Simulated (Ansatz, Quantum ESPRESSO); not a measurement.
# SrCl2 (Fm-3m): modes at Γ and the response to a field, part 3 of 3

Aim: the zone-centre modes of SrCl2 (Fm-3m).

Quantum ESPRESSO 7.5; DFT PBE, scalar-relativistic, plane waves, GBRV ultrasoft pseudopotentials.

So far, mean static dielectric tensor (ions relaxed, fixed cell): step 6 (modes with the sum rule) 8.55.

### Step 9. A second program

The same cell goes through another code, with its own cutoff. The potentials differ. Its k mesh is centred on Γ.

This step: DFT PBE, scalar-relativistic, plane waves, PseudoDojo norm-conserving pseudopotentials (Ansatz 0.2.0).

input.yaml

```yaml
crystal:
  lattice:
    - [-3.5196227986, 0.0, 3.5196227986]
    - [0.0, 3.5196227986, 3.5196227986]
    - [-3.5196227986, 3.5196227986, 0.0]
  atoms:
    - { symbol: Sr, position: [0.0, 0.0, 0.0] }
    - { symbol: Cl, position: [0.75, 0.75, 0.75] }
    - { symbol: Cl, position: [0.25, 0.25, 0.25] }
kpoints:
  mp_grid: { grid: [6, 6, 6] }
hamiltonian:
  xc: pbe
  pseudopotentials: { kind: nc, accuracy: standard }
scf:
  occupations: { method: fixed }
output:
  eigenvalues: true
phonons:
  method: dfpt
  dielectric: true
  rigid_motions: translations
```

The run is started by

```console
$ ansatz run input.yaml --threads 4 --pin off --max-ram 8192MiB --backend cpu --events-out ev --progress --plain --runs-dir out
```

Numbers of over 12 decimals in the logs are rounded to 6 here.

Output:

```text
Engine: ansatz 0.2.0, aarch64-unknown-linux-gnu
Pseudopotentials: kind: nc
Pseudopotential: Sr, nc, valence charge 10, recommended cutoff 925.187132 eV (normal), Sr.nc.azcp (PseudoDojo's, or run here from an input of PseudoDojo's; its table is named by hamiltonian.pseudopotentials.accuracy)
Pseudopotential: Cl, nc, valence charge 7, recommended cutoff 789.130201 eV (normal), Cl.nc.azcp (PseudoDojo's, or run here from an input of PseudoDojo's; its table is named by hamiltonian.pseudopotentials.accuracy)
Functional definition: PBE
  parameter kappa = 0.804
  parameter beta = 0.066725
  exchange = pbe_x(kappa = kappa, mu = beta*pi^2/3)
  correlation = pbe_c(beta = beta)
Crystal: 3 atoms, lattice volume = 87.200 Å³
Basis set: ecut = 925.187132 eV, 5601 PW (Γ), exchange–correlation on 100×100×100 points (8 copies of the dense FFT grid, shifted against one another)
Bands: 16, of which v1, the nominal top of the filled ones, is band 12 counted from 1 (11 counted from 0)
Symmetry: 48 space group operations
k-points: 46 of 216 (irreducible under 4 space group operations, time reversal used)
Non-local potential: Sr, projectors of the file, l = 0: 2, l = 1: 2, l = 2: 2
Non-local potential: Cl, projectors of the file, l = 0: 2, l = 1: 2, l = 2: 2
Initial density: superposition of atomic densities (chi_scale 0.1, normalization cell, long waves kept (reshape's long-wave potential 0.00 eV rms))
Initial wavefunctions: pseudopotential atomic-orbital guess
Functional: x = pbe(κ = 0.804, μ = 0.219515), c = pbe(β = 0.066725)
SCF iter   1: F=—  HF=-1832.573392 eV  |F-HF|=—  |Δ(HF+E_count)|=         —  Δρ=3.96e-2  dr2=2.53e0  ethr=3.10e-3  ⟨swp⟩=6.0  Hψ=4460  notcnv=0  defer=66
preconditioner: auto → none  [insulator: Δε(μ)=4.102 eV  Ē_g=13.321 eV  n_scr=14 (ndim 8)  ℏωp=18.7 eV  f_vac=0.017  ε∞_Penn≈3.0]
SCF iter   2: F=—  HF=-1831.539578 eV  |F-HF|=—  |Δ(HF+E_count)|=    1.03e0  Δρ=1.14e-2  dr2=1.76e-1  ethr=3.10e-3  ⟨swp⟩=4.8  Hψ=2220  notcnv=0  defer=38
SCF iter   3: F=—  HF=-1831.511697 eV  |F-HF|=—  |Δ(HF+E_count)|=   2.79e-2  Δρ=4.55e-3  dr2=1.71e-2  ethr=7.32e-4  ⟨swp⟩=2.4  Hψ=1173  notcnv=0  defer=79
SCF iter   4: F=—  HF=-1831.519072 eV  |F-HF|=—  |Δ(HF+E_count)|=   7.37e-3  Δρ=1.26e-3  dr2=9.27e-4  ethr=7.13e-5  ⟨swp⟩=4.7  Hψ=1475  notcnv=0  defer=89
SCF iter   5: F=—  HF=-1831.520253 eV  |F-HF|=—  |Δ(HF+E_count)|=   1.18e-3  Δρ=1.18e-4  dr2=1.94e-5  ethr=3.86e-6  ⟨swp⟩=2.8  Hψ=1193  notcnv=0  defer=89
SCF iter   6: F=—  HF=-1831.520262 eV  |F-HF|=—  |Δ(HF+E_count)|=   8.13e-6  Δρ=1.94e-5  dr2=4.54e-7  ethr=8.10e-8  ⟨swp⟩=2.5  Hψ=1296  notcnv=0  defer=89
SCF iter   7: F=—  HF=-1831.520228 eV  |F-HF|=—  |Δ(HF+E_count)|=   3.37e-5  Δρ=4.18e-6  dr2=1.90e-8  ethr=1.89e-9  ⟨swp⟩=2.2  Hψ=1102  notcnv=0  defer=70
SCF iter   8: F=—  HF=-1831.520228 eV  |F-HF|=—  |Δ(HF+E_count)|=   3.77e-9  Δρ=4.10e-7  dr2=2.20e-10  ethr=7.91e-11  ⟨swp⟩=3.0  Hψ=1459  notcnv=0  defer=70
SCF iter   9: F=-1831.520228 eV  HF=-1831.520228 eV  |F-HF|=6.82e-13  |Δ(HF+E_count)|=  7.50e-11  Δρ=4.66e-8  dr2=1.35e-12  ethr=1.00e-12  ⟨swp⟩=12.0  Hψ=6504  notcnv=0
SCF 1 converged in 9 iterations: F = -1831.520228 eV  dr2 = 1.35e-12
NSCF: frozen V_eff on 3 k-points
DFPT response loops at Γ: preconditioner auto → none (the input reference at scf.mixing.eps_inf says where Resta's filter doesn't serve); β = 0.50; Broyden in place of MSR1
SCF converged after 9 iterations
Free energy (F): -1831.520228 eV
Harris-Foulkes:  -1831.520228 eV  (|F-HF|=6.82e-13)
Internal energy: -1831.520228 eV  (E = F + TS)
E sigma→0 (E₀):  -1831.520228 eV
Fermi energy:    2.893253 eV
--- Per-component energies (eV) ---
  E_band       = -151.831573
  E_kinetic    = 553.877287
  E_local      = -1225.161141  (includes V_loc(G=0)·N_el)
  E_nonlocal   = 257.728128
  E_hartree    = 323.282713
  E_xc         = -473.841775
  E_vxc        = -384.841282  (∫ρ·V_xc dr)
  E_ewald      = -1267.405440
  E_smearing   = -0.000000  (= −TS)
  E_closure    = -0.000000  (closes the sum)
  Σ components = -1831.520228   (vs F -1831.520228, Δ=0.00e0)
--- Band table (eV; the first three rows and the last of 46) ---
  k-point 0: bands = [... 8 lower, 0.8674, 2.5693, 2.5693, 2.5693, 8.1323, 9.0076, 9.0076, 11.8240]
  k-point 1: bands = [... 8 lower, 1.0398, 2.2709, 2.4282, 2.4282, 8.7131, 9.2018, 9.2018, 10.8440]
  k-point 2: bands = [... 8 lower, 1.3671, 1.7733, 2.1121, 2.1121, 9.5070, 9.5070, 9.6583, 10.7754]
  k-point 45: bands = [... 8 lower, 1.0845, 2.5166, 2.5166, 2.8933, 8.4147, 9.8741, 10.4584, 10.8302]
--- Phonons (Γ-DFPT): 2 representative perturbations + reference, on 46 of 216 k-points (Σ response iterations 6) ---
  k mesh reduced under 4 symmetry operations, with k and −k counted as one. Each operation leaves every solved perturbation unchanged. A smaller set is not considered because the run solves the response to a homogeneous field
  ASR residual: 3.668e-5 → 0.000e0 eV/Å²; symmetrization residual: 5.258e-6 eV/Å²
  ASR residual per site (eV/Å²): 1.41e-7 3.67e-5 3.67e-5
  Γ frequencies (cm⁻¹): 0.00 0.00 0.00 125.92 125.92 125.92 171.07 171.07 171.07
  ε∞ (high-frequency dielectric tensor):
        2.879029    -0.000000     0.000000
        0.000000     2.879029    -0.000000
       -0.000000    -0.000000     2.879029
  ε⁰ (static dielectric tensor: ions relaxed, cell fixed):
        8.542867     0.000000    -0.000000
        0.000000     8.542867    -0.000000
       -0.000000    -0.000000     8.542867
  ε⁰ − ε∞ (ionic part):
        5.663838     0.000000    -0.000000
        0.000000     5.663838    -0.000000
       -0.000000    -0.000000     5.663838
  softest optical mode at Γ: 125.92 cm⁻¹; the repairs (sum rule, projections) moved no ω² at Γ by more than (0.80 cm⁻¹)²
  Born effective charges Z* (e; rows j = field, columns β = displacement):
    site 0:
         2.49745    0.00000    0.00000
        -0.00000    2.49745    0.00000
        -0.00000   -0.00000    2.49745
    site 1:
        -1.24872    0.00000   -0.00000
         0.00000   -1.24872   -0.00000
         0.00000    0.00000   -1.24872
    site 2:
        -1.24872   -0.00000   -0.00000
         0.00000   -1.24872   -0.00000
         0.00000    0.00000   -1.24872
  Z* charge neutrality: 5.823e-5 e pre-enforcement
  k-mesh period / interband length: 29.9 Å / 1.27 Å = 23.59 at k = (0.0000, 0.0000, 0.0000), direct gap 5.563 eV — 14 or more, which is no proof of convergence
  optical modes at Γ without the LO–TO term, one row a degenerate level:
      ω (cm⁻¹)  modes    IR ((D/Å)²/amu)
        125.92      3            11.0157
        171.07      3             0.0000
  optical modes at Γ + LO–TO along q̂ = [1.0000, 0.0000, 0.0000]:
      ω (cm⁻¹)  modes    IR ((D/Å)²/amu)
        125.92      2             7.3438
        171.07      3             0.0000
        216.91      1             3.6719
  optical modes at Γ + LO–TO along q̂ = [0.0000, 1.0000, 0.0000]:
      ω (cm⁻¹)  modes    IR ((D/Å)²/amu)
        125.92      2             7.3438
        171.07      3             0.0000
        216.91      1             3.6719
  optical modes at Γ + LO–TO along q̂ = [0.0000, 0.0000, 1.0000]:
      ω (cm⁻¹)  modes    IR ((D/Å)²/amu)
        125.92      2             7.3438
        171.07      3             0.0000
        216.91      1             3.6719
```

It took 27 s on 4 threads of Arm Neoverse V1, shared host; peak memory 1.2 GiB; 1.7 min of CPU time.

Numbers from this step:

* gap on the k-mesh: 5.239 eV
* sum-rule residual before enforcement: 3.67e-5 eV/Å²
* miss of the charge sum rule: 5.82e-5 e
* highest optical zone-centre mode (no LO-TO term): 171.1 cm⁻¹
* lowest optical zone-centre mode: 125.9 cm⁻¹
* mean high-frequency dielectric constant: 2.879
* mean static dielectric constant: 8.543
* highest mode moved by the LO-TO term: 216.9 cm⁻¹

Transverse modes. Lines of the infrared spectrum (strongest = 100):

```csv
position (cm⁻¹),label,"IR intensity ((D/Å)²/amu), degenerate modes summed, relative"
126,T1u,100
171,T2g,0.0
```

### Step 10. Side by side: QE GBRV and Ansatz, PseudoDojo

Worked out from the results:

| Quantity | Value |
| --- | --- |
| root-mean-square difference | 0.09 cm⁻¹ |
| largest difference | 0.12 cm⁻¹ |

Frequencies side by side, by row:

```
q (reciprocal lattice)  mode  QE GBRV (cm⁻¹)  Ansatz, PseudoDojo (cm⁻¹)
                 0 0 0     1               0                          0
                 0 0 0     2               0                          0
                 0 0 0     3               0                          0
                 0 0 0     4           125.8                      125.9
                 0 0 0     5           125.8                      125.9
                 0 0 0     6           125.8                      125.9
                 0 0 0     7             171                      171.1
                 0 0 0     8             171                      171.1
                 0 0 0     9             171                      171.1
```

The two runs side by side. Further quantities:

```
                                                                               quantity  QE GBRV  Ansatz, PseudoDojo
                                                                                mean ε∞    2.881               2.879
largest Born charge in size (e; the first before, the second after the charge sum rule)    2.497               2.497
```

At the zone centre the largest difference (acoustic modes at Γ apart) is 0.07 % of the highest mode.

### Step 11. Results

* space group after relaxation: Fm-3m
* volume per atom: 29.1 Å³
* gap on the k-mesh: 5.24 eV
* highest optical zone-centre mode (no LO-TO term): 171.0 cm⁻¹
* lowest optical zone-centre mode: 125.8 cm⁻¹
* highest mode moved by the LO-TO term: 216.8 cm⁻¹
* mean high-frequency dielectric constant: 2.88
* largest Born charge in size (third of the trace): 2.50 e
* mean static dielectric constant: 8.55
* imaginary optical modes at the zone centre (no q mesh in this session): none
* largest difference from Ansatz, PseudoDojo: 0.12 cm⁻¹

What this shows: At the PBE level the optical modes of SrCl2 (Fm-3m) at the zone centre (no LO-TO term) run from 126 to 171 cm⁻¹. Along the directions run, the highest mode that the macroscopic field moves lies at 217 cm⁻¹. Lattice motion raises the mean dielectric constant from 2.881 to 8.555. The Born charge of Cl is -1.249 e against a formal charge of -1, somewhat above it. Of the 6 optical modes, 3 are infrared active alone and 3 are Raman active alone; inversion symmetry keeps the two sets apart. QE GBRV and Ansatz, PseudoDojo agree to 0.12 cm⁻¹ (0.07 % of the highest mode compared) on all solved modes but the acoustic ones at Γ, without the LO-TO term. These are harmonic frequencies at zero temperature: anharmonic shifts and linewidths and thermal expansion are left out.

[Host names and launcher messages were left out of these logs when they were recorded.]

[Logs are printed without paths, hosts, clocks, repeated set-up lines and the standing remarks that a program may print on its own settings, such as how far it seeks lower states.]

[Hosts, paths, dates, database ids (printed as entryN), source tags and the programs' standing remarks are cut or masked in the printed files.]
